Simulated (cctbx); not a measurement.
**Diagnosing a refinement**

Cell a = 5.8370 Å, b = 5.8370 Å, c = 5.7800 Å, α = 90.00°, β = 90.00°, γ = 90.00°; space group P4_2/mmc (no. 131). The compound is EuPt2O4.

Simulated single-crystal data (cctbx): Mo Kα, λ = 0.71073 Å, to d = 0.65 Å, 95 % of the full sphere, strongest reflection 20000 counts, noise from counting, a 6 % proportional error and a noise floor of 8 counts (s.d.); no absorption.

An anisotropic refinement with weights 1/σ² prints:

```text
Rint 0.051, 236 unique reflections to 0.65 A
cycle     R1     wR2    GooF  max shift (A)
   1  0.1211  0.3346  13.441   0.00122
   2  0.0459  0.1315   5.281   0.00008
final R1 0.0459 wR2 0.1315 GooF 5.281  parameters 12  data/parameter 19.7
atom        x        y        z      Ueq    occ   su(xyz)  su(Uiso or U11)
Pt1    0.76709  0.00000  0.50000   0.0076  1.000  0.00015  0.0005
Tl1    0.00000  0.50000  0.50000   0.0264  1.000  0.00000  0.0009
O1     0.75523  0.24477  0.25000   0.0172  1.000  0.00212  0.0041
difference map: max 10.26 min -10.12 rms 1.27
Q1    0.0000  0.2444  0.0000    4   10.30  0.07 A from Pt1
Q2    0.0000  0.5000  0.3364    4    2.48  0.95 A from Tl1
Q3    0.1683  0.5000  0.5000    4    2.12  0.98 A from Tl1
Q4    0.0000  0.3889  0.3889    8    2.05  0.91 A from Tl1
Q5    0.0000  0.3404  0.5000    4    2.05  0.93 A from Tl1
Q6    0.0000  0.2336  0.4455    8    1.70  1.59 A from Tl1
```

Q: Accept it or mend it, and why?

Mend it. The fault: wrong element: Tl1 is Eu. Against the right model at the same level, R1 goes from 0.0095 to 0.0459 and GooF from 0.92 to 5.28, U of Tl1 swells from 0.0182 to 0.0264 Å², the top difference peak, 10.3 e/Å³, lies on Pt1 and a hole of -10.1 e/Å³ opens. Tl1 has 18 electrons too many and its U swells to shed them, as expected.

The compound is EuPt2O4. The right model at the same level gives:

```text
Rint 0.051, 236 unique reflections to 0.65 A
cycle     R1     wR2    GooF  max shift (A)
   1  0.0426  0.1301   5.224   0.00305
   2  0.0095  0.0229   0.919   0.00000
final R1 0.0095 wR2 0.0229 GooF 0.919  parameters 12  data/parameter 19.7
atom        x        y        z      Ueq    occ   su(xyz)  su(Uiso or U11)
Pt1    0.76694  0.00000  0.50000   0.0099  1.000  0.00003  0.0001
Eu1    0.00000  0.50000  0.50000   0.0182  1.000  0.00000  0.0001
O1     0.75548  0.24452  0.25000   0.0229  1.000  0.00039  0.0008
difference map: max 0.74 min -1.62 rms 0.22
Q1    0.1689  0.2545  0.5000    8    0.74  1.51 A from O1
Q2    0.0000  0.0000  0.0000    2    0.64  1.36 A from Pt1
Q3    0.3335  0.5000  0.5000    4    0.63  1.95 A from Eu1
Q4    0.0772  0.3979  0.0000    8    0.56  1.06 A from Pt1
Q5    0.0000  0.4418  0.3672    8    0.56  0.84 A from Eu1
Q6    0.1473  0.3807  0.5000    8    0.55  1.11 A from Eu1
```

This is a model crystal, built by substitution and not relaxed, with assumed displacement parameters.

[Middle refinement cycles are left out of these outputs.]

[Logs are printed without paths, hosts, clocks, repeated set-up lines and the standing remarks that a program may print on its own settings, such as how far it seeks lower states.]
